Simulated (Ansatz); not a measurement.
# WSeS monolayer, Janus: the cell at rest

Wanted: the relaxed cell of WSeS monolayer, Janus.

Program: Ansatz 0.2.0. Level of theory: DFT PBEsol, scalar-relativistic, plane waves, PAW. Results are calculated unless marked as measured.

### 1. Starting point

The cell holds 3 atoms: 1 W, 1 S and 1 Se. Cell: a = 3.300 Å, b = 3.300 Å, c = 20.000 Å, α = 90.0°, β = 90.0°, γ = 120.0°. Vacuum lies along c.

### 2. Probe on a coarse mesh

First a cheap look: the gap decides the mesh and the occupations, the pressure tells how far the cell has to move.

The program solves this slab on a cell height of its own, 30.4 Å, in place of the one typed.

Contents of input.yaml:

```yaml
crystal:
  lattice:
    - [3.3, 0.0, 0.0]
    - [-1.65, 2.85788, 0.0]
    - [0.0, 0.0, 20.0]
  atoms:
    - { symbol: W, position: [0.333333, 0.666667, 0.5] }
    - { symbol: S, position: [0.666667, 0.333333, 0.58] }
    - { symbol: Se, position: [0.666667, 0.333333, 0.415] }
  periodic: [true, true, false]
kpoints:
  mp_grid: { grid: [6, 6, 1] }
hamiltonian:
  xc: pbesol
scf:
  occupations: { method: gaussian, width: 0.1 }
output:
  forces: true
  stress: true
  eigenvalues: true
```

Started as:

```sh
$ ansatz run input.yaml --threads 8 --pin off --max-ram 14336MiB --backend cpu --events-out ev --progress --plain --runs-dir out
```

Numbers of over 12 decimals in the logs are rounded to 6 here.

The program printed:

```text
[...]
--- Band table (eV; the first three rows and the last of 7) ---
  k-point 0: bands = [... 14 lower, -7.5558, -6.7767, -6.7767, -5.6033, -2.8401, -2.8401, -2.4516, -2.4516]
  k-point 1: bands = [... 14 lower, -7.6938, -7.2306, -6.8348, -5.8761, -3.3558, -2.9666, -2.9578, -2.1009]
  k-point 2: bands = [... 14 lower, -8.2015, -7.3683, -6.8164, -6.5786, -3.2489, -3.2039, -2.2325, -1.4060]
  k-point 6: bands = [... 14 lower, -9.1625, -8.6172, -7.7569, -5.4616, -3.8765, -2.5204, -1.9614, -0.6576]
[key lines of the parts left out:]
SCF converged after 9 iterations
Free energy (F): -16567.696111 eV
Fermi energy:    -4.669065 eV
P = ½ c Tr σ = -6.3672 N/m
```

Wall time 1.1 s (8 threads of Arm Neoverse V1, shared host); peak memory 0.63 GiB; 6.5 s of CPU time.

A gap read on the k-mesh alone can miss the band edges.

This step gave:

- gap on the k-mesh: 1.585 eV
- direct gap on mesh: 1.585 eV
- area per atom: 3.144 Å²

The coarse mesh shows a gap of 1.59 eV.

### 3. Rough relaxation

The start is far from rest, so a relaxation with loose tolerances brings it close first.

The program solves this slab on a cell height of its own, 30.4 Å, in place of the one typed.

input.yaml: that of step 2 with these lines changed.

```diff
@@ -11,3 +11,3 @@
 kpoints:
-  mp_grid: { grid: [6, 6, 1] }
+  mp_grid: { grid: [9, 9, 1] }
 hamiltonian:
@@ -20 +20,6 @@
   eigenvalues: true
+relax:
+  adjacent_minimum: "off"
+  f_tol: 0.05
+  max_steps: 80
+  cell: { stress_2d_tol: 0.02 }
```

The program printed:

```text
[...]
Crystal: 3 atoms, lattice volume = 286.703 Å³
Basis set: ecut = 420 eV, 5705 PW (Γ), exchange–correlation on 48×48×432 points (8 copies of the dense FFT grid, shifted against one another)
Bands: 22, of which v1, the nominal top of the filled ones, is band 18 counted from 1 (17 counted from 0)
Symmetry: 6 space group operations
[...]
F+E_penalty+E_count = -16567.86257890 eV   max|allowed force component| = 2.598e-3 eV/Å   (the final SCF, on the basis selected at the relaxed cell)
  cell:  # Å, volume = 270.7454 Å³
    - [3.206848, 0, 0]
    - [-1.603424, 2.777212, 0]
    - [0, 0, 30.4]
  atoms:
    - { symbol: W, position: [0.333333, 0.666667, 0.329748] }
    - { symbol: S, position: [0.666667, 0.333333, 0.380184] }
    - { symbol: Se, position: [0.666667, 0.333333, 0.273620] }
[key lines of the parts left out:]
SCF converged after 8 iterations
Free energy (F): -16567.862579 eV
Fermi energy:    -4.546864 eV
P = ½ c Tr σ = 0.0078 N/m
```

Run time: 11 s. Hardware: 8 threads; peak memory 0.78 GiB.

Relaxation path:

| step | energy less that of the first step (eV) | largest force component (eV/Å) | volume (Å³) |
| --- | --- | --- | --- |
| 1 | 0.0000 | 1.5697 | 286.70 |
| 2 | -0.1123 | 1.1666 | 268.54 |
| 3 | -0.1610 | 0.2536 | 268.85 |
| 4 | -0.1647 | 0.0267 | 271.58 |
| 5 | -0.1649 | 0.0025 | 270.75 |
| 6* | -0.1644 | 0.0026 | 270.75 |

Relaxation steps marked * repeat the geometry before them on a plane-wave basis chosen anew for their cell, so energy and pressure can jump there.

Forces are held to the 6 operations that the run works with; a distortion that breaks them can't arise in this run.

| cell as run | before | after | change |
| --- | --- | --- | --- |
| a (Å) | 3.300 | 3.207 | -2.8 % |
| b (Å) | 3.300 | 3.207 | -2.8 % |

The atoms that moved most (Å, along periodic axes as changes of fractional coordinates times the final cell, across vacuum about the mean position):

| atom | dx | dy | dz | length |
| --- | --- | --- | --- | --- |
| S2 | 0.000 | 0.000 | -0.042 | 0.042 |
| W1 | 0.000 | 0.000 | 0.024 | 0.024 |
| Se3 | 0.000 | 0.000 | 0.018 | 0.018 |

The relaxed structure:

```
W S Se
1.0
     3.20685    0.00000    0.00000
    -1.60342    2.77721    0.00000
     0.00000    0.00000   30.40000
W S Se
1 1 1
Direct
  0.33333 0.66667 0.32975
  0.66667 0.33333 0.38018
  0.66667 0.33333 0.27362
```

This step gave:

```yaml
gap_on_the_k_mesh: 1.831 eV
direct_gap_on_mesh: 1.831 eV
area_per_atom: 2.969 Å²
```

The relaxation ends with a largest force component of 0.0026 eV/Å.

### 4. Bringing the structure to rest

The cell and atoms are relaxed, since residual forces and stress would shift the frequencies.

Contents of input.yaml:

```yaml
crystal:
  lattice:
    - [3.2068484119, 0.0, 0.0]
    - [-1.6034242059, 2.7772121908, 0.0]
    - [0.0, 0.0, 30.4]
  atoms:
    - { symbol: W, position: [0.3333333333, 0.6666666667, 0.3297484388] }
    - { symbol: S, position: [0.6666666667, 0.3333333333, 0.3801840625] }
    - { symbol: Se, position: [0.6666666667, 0.3333333333, 0.2736201302] }
  periodic: [true, true, false]
kpoints:
  mp_grid: { grid: [12, 12, 1] }
hamiltonian:
  xc: pbesol
scf:
  occupations: { method: gaussian, width: 0.02 }
output:
  forces: true
  stress: true
  eigenvalues: true
relax:
  adjacent_minimum: "off"
  f_tol: 0.005
  max_steps: 80
  cell: { stress_2d_tol: 0.02 }
```

The program printed:

```text
[...]
Crystal: 3 atoms, lattice volume = 270.745 Å³
Basis set: ecut = 420 eV, 5357 PW (Γ), exchange–correlation on 48×48×432 points (8 copies of the dense FFT grid, shifted against one another)
Bands: 22, of which v1, the nominal top of the filled ones, is band 18 counted from 1 (17 counted from 0)
Symmetry: 6 space group operations
[...]
k-points: 19 of 144 (time reversal used)
[...]
SCF iter   1: F=—  HF=-16567.876995 eV  |F-HF|=—  |Δ(HF+E_count)|=         —  Δρ=3.84e-3  dr2=2.20e-1  ethr=1.77e-3  ⟨swp⟩=15.4  Hψ=3465  notcnv=0
[...]
SCF iter   9: F=-16567.862705 eV  HF=-16567.862705 eV  |F-HF|=1.35e-8  |Δ(HF+E_count)|=   1.55e-7  Δρ=1.42e-6  dr2=6.53e-9  ethr=2.78e-10  ⟨swp⟩=10.2  Hψ=2284  notcnv=0
SCF 1 converged in 9 iterations: F = -16567.862705 eV  dr2 = 6.53e-9
[...]
relax step   1: F+E_penalty+E_count = -16567.86270544 eV  Δ(F+E_penalty+E_count) = +0.000e0 eV  max|allowed force component| = 2.407e-3 eV/Å  Δτ_max = 0.0000 Å  P = +0.008 N/m  Ω = 270.745 Å³  fix = [c, alpha, beta]  reactions: c +0.000 N/m  (9 SCF iters, dr2 threshold 1.00e-7 eV, accepted)
[...]
SCF iter   1: F=—  HF=-16567.862708 eV  |F-HF|=—  |Δ(HF+E_count)|=         —  Δρ=1.54e-6  dr2=6.81e-9  ethr=9.57e-8  ⟨swp⟩=6.9  Hψ=5678  notcnv=0
eigensolver tolerance schedule: the retry pair's looser diagonalisation over-reported the residual by 5057.25 of it (diagonalisation noise at 0.19 of the residual, at the tolerance the schedule requests for it); recorded, not acted on — ethr = c·dr2/N_el stays at c = 1.0e-1
[...]
SCF iter   2: F=—  HF=-16567.862705 eV  |F-HF|=—  |Δ(HF+E_count)|=   2.62e-6  Δρ=6.87e-7  dr2=2.29e-9  ethr=1.89e-11  ⟨swp⟩=6.1  Hψ=1602  notcnv=0
[...]
SCF iter   7: F=-16567.862705 eV  HF=-16567.862705 eV  |F-HF|=1.46e-11  |Δ(HF+E_count)|=  4.29e-10  Δρ=1.79e-8  dr2=7.75e-13  ethr=1.00e-12  ⟨swp⟩=11.1  Hψ=3058  notcnv=0
SCF 2 converged in 7 iterations: F = -16567.862705 eV  dr2 = 7.75e-13
relax step   2: F+E_penalty+E_count = -16567.86270545 eV  Δ(F+E_penalty+E_count) = -2.801e-9 eV  max|allowed force component| = 2.392e-3 eV/Å  Δτ_max = 0.0000 Å  P = +0.008 N/m  Ω = 270.745 Å³  fix = [c, alpha, beta]  reactions: c +0.000 N/m  stress off target by 8.11e-3 N/m on what of the cell is left free  SCF on the basis re-selected at this cell (its energy is not comparable with the rows above)  (7 SCF iters)
basis re-selected at this cell: Δ(F+E_penalty+E_count) = -2.801e-9 eV, ΔP = -0.000 N/m vs the last step (what re-selecting the basis moved, of the pressure what is left beyond the Pulay correction that the steps carried, after the strain that the cell walked since its last selection, with what the two solves' SCF thresholds leave and, on support functions, any second-order correction that the steps lacked; it is no m [...]
SCF converged after 7 iterations
Free energy (F): -16567.862705 eV
[...]
Internal energy: -16567.862705 eV  (E = F + TS)
E sigma→0 (E₀):  -16567.862705 eV
Fermi energy:    -4.549734 eV
[...]
--- Forces (eV/Å), atoms counted from 1 ---
  atom   1  W     -0.00000000     0.00000000    -0.00215371
  atom   2  S     -0.00000000     0.00000000     0.00239256
  atom   3  Se     0.00000000    -0.00000000    -0.00023844
  max |Σ_I F_I| component: 4.05e-7 eV/Å
--- 2D stress c σ (N/m, compression-positive) ---
        0.008111       0.000000       0.000000
        0.000000       0.008111       0.000000
        0.000000       0.000000       0.000000
  P = ½ c Tr σ = 0.0081 N/m
--- Band table (eV; the first three rows and the last of 19) ---
  k-point 0: bands = [... 14 lower, -7.7596, -6.6843, -6.6843, -5.6002, -2.4197, -2.4197, -2.1483, -2.1483]
  k-point 1: bands = [... 14 lower, -7.9165, -6.8433, -6.7032, -5.6341, -2.6198, -2.5374, -2.3491, -2.1470]
  k-point 2: bands = [... 14 lower, -7.9045, -7.1191, -6.8644, -5.8522, -3.2178, -2.6068, -2.6029, -1.7211]
  k-point 18: bands = [... 14 lower, -9.2676, -8.7820, -7.8099, -5.4625, -3.6312, -2.3713, -1.5496, 0.0012]
--- Relaxed structure (1 steps of the walk, 1 accepted, 1 SCFs on fresh bases) ---
[...]
cell:  # Å, volume = 270.7454 Å³
    - [3.206848, -2.886759078764964e-11, 0.0]
    - [-1.603424, 2.777212, 0.0]
    - [0.0, 0.0, 30.4]
  atoms:
    - { symbol: W, position: [0.333333, 0.666667, 0.3297484388] }
    - { symbol: S, position: [0.666667, 0.333333, 0.3801840625] }
    - { symbol: Se, position: [0.666667, 0.333333, 0.2736201302] }
```

Wall time 5.7 s (8 threads); peak memory 0.77 GiB.

Little changed from the start: no atom moved by 0.005 Å and no cell edge by 0.1 %.

Numbers from this step:

| Quantity | Value |
| --- | --- |
| gap on the k-mesh | 1.826 eV |

### 5. Relaxing to small forces for the phonons

Phonons need a cell at rest on their own settings, so the relaxation is repeated with tight tolerances on forces and stress, using the mesh and the filling of the phonon run that follows.

input.yaml: that of step 4 with these lines changed.

```diff
@@ -15,3 +15,3 @@
 scf:
-  occupations: { method: gaussian, width: 0.02 }
+  occupations: { method: fixed }
 output:
@@ -22,4 +22,4 @@
   adjacent_minimum: "off"
-  f_tol: 0.005
-  max_steps: 80
-  cell: { stress_2d_tol: 0.02 }
+  f_tol: 0.001
+  max_steps: 60
+  cell: { stress_2d_tol: 0.002 }
```

The program printed:

```text
[...]
Crystal: 3 atoms, lattice volume = 270.745 Å³
Basis set: ecut = 420 eV, 5357 PW (Γ), exchange–correlation on 48×48×432 points (8 copies of the dense FFT grid, shifted against one another)
Bands: 22, of which v1, the nominal top of the filled ones, is band 18 counted from 1 (17 counted from 0)
Symmetry: 6 space group operations
[...]
k-points: 19 of 144 (time reversal used)
[...]
--- Relaxed structure (2 steps of the walk, 2 accepted, 1 SCFs on fresh bases) ---
[...]
cell:  # Å, volume = 270.7651 Å³
    - [3.206965, -2.886863973313352e-11, 0]
    - [-1.603482, 2.777313, 0]
    - [0, 0, 30.4]
  atoms:
    - { symbol: W, position: [0.333333, 0.666667, 0.329747] }
    - { symbol: S, position: [0.666667, 0.333333, 0.380186] }
    - { symbol: Se, position: [0.666667, 0.333333, 0.273619] }
[key lines of the parts left out:]
SCF converged after 10 iterations
Free energy (F): -16567.862706 eV
Fermi energy:    -5.462487 eV
P = ½ c Tr σ = -0.0018 N/m
```

Run time: 8.6 s. Hardware: 8 threads; peak memory 0.77 GiB.

Little changed from the start: no atom moved by 0.005 Å and no cell edge by 0.1 %.

The largest force component left is 0.64 meV/Å, within the tolerances set.

### 6. Summary of results

* space group after relaxation (within 0.01 Å): P3m1
* lattice constant a: 3.207 Å
* lattice constant b: 3.207 Å
* area per atom: 2.97 Å²
* gap on the k-mesh: 1.83 eV

In words: The largest force component left is 0.64 meV/Å, within the tolerances set. The relaxation keeps the symmetry of its start, so it says nothing on stability against lower symmetry. Spin-orbit coupling is left out, which can matter for the heavy elements here. The starting cell was built on a prototype and not taken from a measurement.

[Logs are printed without paths, hosts, clocks, repeated set-up lines and the standing remarks that a program may print on its own settings, such as how far it seeks lower states.]

[Hosts, paths, dates, database ids (printed as entryN), source tags and the programs' standing remarks are cut or masked in the printed files.]
